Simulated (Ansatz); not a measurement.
# SrLi2SnS4 (I-42m): G0W0 under other settings

Aim: change settings of a G0W0 run on SrLi2SnS4 (I-42m) and see what moves.

Calculated with Ansatz 0.2.0; G0W0 on PBE, plane waves, PAW; PAW set soft_1.

Most raw output is cut from this account.

## (1) The starting structure

Symmetry: I-42m, No. 121, tetragonal system. Conventional cell: a = 6.659 Å, b = 6.659 Å, c = 7.918 Å, α = 90.00°, β = 90.00°, γ = 90.00°. Li has 4 S at 2.47 Å nearest. Nearest to Sr lie 8 S at 3.08 to 3.25 Å. Sn has 4 S at 2.37 Å nearest. S has 1 Sn at 2.37 Å and 2 Li at 2.47 Å and 2 Sr at 3.08 to 3.25 Å nearest. Farther neighbours and most contacts between anions are not listed.

The cell and positions come from the Crystallography Open Database and are kept as given unless a step says otherwise.

## (2) The base run: 4×4×4 mesh, 398 empty bands, screening to 100 eV, PAW set soft_1 files

G0W0 replaces the xc potential by the self-energy, built once from these orbitals. Only a window of levels is corrected, while the sums run over the empty bands that the input names. This step takes PAW set soft_1 files.

File input.yaml:

```yaml
crystal:
  lattice:
    - [-3.3295, 3.3295, 3.959]
    - [3.3295, -3.3295, 3.959]
    - [3.3295, 3.3295, -3.959]
  atoms:
    - { symbol: Li, position: [0.25, 0.75, 0.5] }
    - { symbol: Li, position: [0.75, 0.25, 0.5] }
    - { symbol: Sr, position: [0.5, 0.5, 0.0] }
    - { symbol: Sn, position: [0.0, 0.0, 0.0] }
    - { symbol: S, position: [0.03526, 0.03526, 0.4132] }
    - { symbol: S, position: [0.96474, 0.37794, 0.0] }
    - { symbol: S, position: [0.62206, 0.62206, 0.5868] }
    - { symbol: S, position: [0.37794, 0.96474, 0.0] }
kpoints:
  mp_grid: { grid: [4, 4, 4] }
hamiltonian:
  xc: pbe
  pseudopotentials: { kind: paw, azcp: { folder: soft_1 } }
scf:
  occupations: { method: fixed }
gw:
  n_empty_bands: 398
  ecut_chi: 100
  qp_bands: [v2, c2]
  qp_kpoints: band_edges
  screening: { model: contour_deformation }
```

The run is started by

```
$ ansatz run input.yaml --threads 2 --pin off --max-ram 92160MiB --backend cuda --events-out ev --progress --plain --runs-dir out --devices 1 --max-vram 13GiB
```

Wall time 30 s (1 × NVIDIA H100 80GB HBM3 (shared by 6 runs) with 2 threads of AMD EPYC 7R13 (Zen 3), shared host); peak memory 1.8 GiB.

This step gave:

* bands summed: 425
* RPA ε∞ on this mesh (eigenvalues): 4.586, 4.726, 4.726
* plane waves in the screening matrix: 395
* q-points in the mesh: 64
* G0W0 gap on the mesh: 4.099 eV
* k of the valence top: -0.5, -0.5, -0.5
* k of the conduction bottom: 0, 0, 0
* starting gap on the mesh: 2.673 eV
* Z at the valence top: 0.7596
* Z at the conduction bottom: 0.7919
* least direct G0W0 gap on the computed points: 4.142 eV

The gap on the mesh goes from 2.67 eV to 4.10 eV, a correction of +1.43 eV, though a band edge has moved to another state.

## (3) Variant: potentials

Other atomic data (norm-conserving) test the pseudisation: the cutoff goes from 420 to 1034.03 eV, with the same valence electrons.

This step: G0W0 on PBE, plane waves, norm-conserving pseudopotentials.

Changes to input.yaml since step 2:

```diff
@@ -18,3 +18,3 @@
   xc: pbe
-  pseudopotentials: { kind: paw, azcp: { folder: soft_1 } }
+  pseudopotentials: { kind: nc }
 scf:
```

Wall time 95 s (1 × NVIDIA H100 80GB HBM3 (shared by 6 runs) with 2 threads); peak memory 2.9 GiB; 2.4 min of CPU time.

The G0W0 gap on the mesh is 4.092 eV.

Against the base:

| setting | base | variant |
| --- | --- | --- |
| files | PAW set soft_1 | norm-conserving |

| quantity | variant | base |
| --- | --- | --- |
| starting gap on the mesh | 2.672 | 2.673 |
| G0W0 gap on the mesh | 4.092 | 4.099 |
| least direct G0W0 gap on the computed points | 4.131 | 4.142 |
| Z at the valence top | 0.760 | 0.760 |
| Z at the conduction bottom | 0.792 | 0.792 |

## (4) Variant: potentials

This step: G0W0 on PBE, plane waves, PAW.

Changes to input.yaml since step 3:

```diff
@@ -18,3 +18,3 @@
   xc: pbe
-  pseudopotentials: { kind: nc }
+  pseudopotentials: { kind: paw, source: ansatz }
 scf:
```

It took 80 s on 1 × NVIDIA H100 80GB HBM3 (shared by 6 runs) with 2 threads; peak memory 2.6 GiB; 1.9 min of CPU time.

The G0W0 gap on the mesh is 4.096 eV.

Against the base:

| setting | base | variant |
| --- | --- | --- |
| files | PAW set soft_1 | hard PAW |

| quantity | variant | base |
| --- | --- | --- |
| starting gap on the mesh | 2.674 | 2.673 |
| G0W0 gap on the mesh | 4.096 | 4.099 |
| least direct G0W0 gap on the computed points | 4.138 | 4.142 |
| Z at the valence top | 0.760 | 0.760 |
| Z at the conduction bottom | 0.792 | 0.792 |

## (5) Variant: frequency model

A plasmon pole stands in for the full frequency dependence of the screening; this run shows what that costs in accuracy.

This step: G0W0 on PBE, plane waves, PAW; PAW set soft_1.

Changes to input.yaml since step 4:

```diff
@@ -18,3 +18,3 @@
   xc: pbe
-  pseudopotentials: { kind: paw, source: ansatz }
+  pseudopotentials: { kind: paw, azcp: { folder: soft_1 } }
 scf:
@@ -26,2 +26,2 @@
   qp_kpoints: band_edges
-  screening: { model: contour_deformation }
+  screening: { model: godby_needs }
```

Run time: 46 s. Hardware: 1 × NVIDIA H100 80GB HBM3 (shared by 6 runs) with 2 threads; peak memory 2.5 GiB.

The G0W0 gap on the mesh is 4.116 eV.

Against the base:

| setting | base | variant |
| --- | --- | --- |
| frequency model | contour deformation | plasmon pole |

| quantity | variant | base |
| --- | --- | --- |
| starting gap on the mesh | 2.673 | 2.673 |
| G0W0 gap on the mesh | 4.116 | 4.099 |
| least direct G0W0 gap on the computed points | 4.168 | 4.142 |
| Z at the valence top | 0.776 | 0.760 |
| Z at the conduction bottom | 0.803 | 0.792 |

## (6) Summary of results

| Property | Result |
| --- | --- |
| base | 4.10 eV, 30 s |
| potentials | 4.09 eV, 95 s |
| potentials | 4.10 eV, 80 s |
| frequency model | 4.12 eV, 46 s |

In words: Potentials: the gap moves by −0.01 eV and the time by a factor of 3.1 (the plane-wave cutoff goes from 420 to 1034.03 eV). Potentials: the gap moves by −0.003 eV and the time by a factor of 2.6 (the plane-wave cutoff goes from 420 to 780 eV). Frequency model: the gap moves by +0.02 eV. All runs here use a coarse mesh and modest cutoffs; they test settings and are not final values. The many-body steps are scalar-relativistic: spin-orbit coupling is not in them.

[Paths, hosts, dates, memory and timing lines, banners, echoed tables and standing remarks are left out of the program output.]

[Logs are printed without paths, hosts, clocks, repeated set-up lines and the standing remarks that a program may print on its own settings, such as how far it seeks lower states.]

[Runs of the session that timed out or met a known fault of the program may be left out.]

[Cells called generated may have been cut or substituted from an entry of the Crystallography Open Database or the Materials Project.]

[Hosts, paths, dates, database ids (printed as entryN), source tags and the programs' standing remarks are cut or masked in the printed files.]
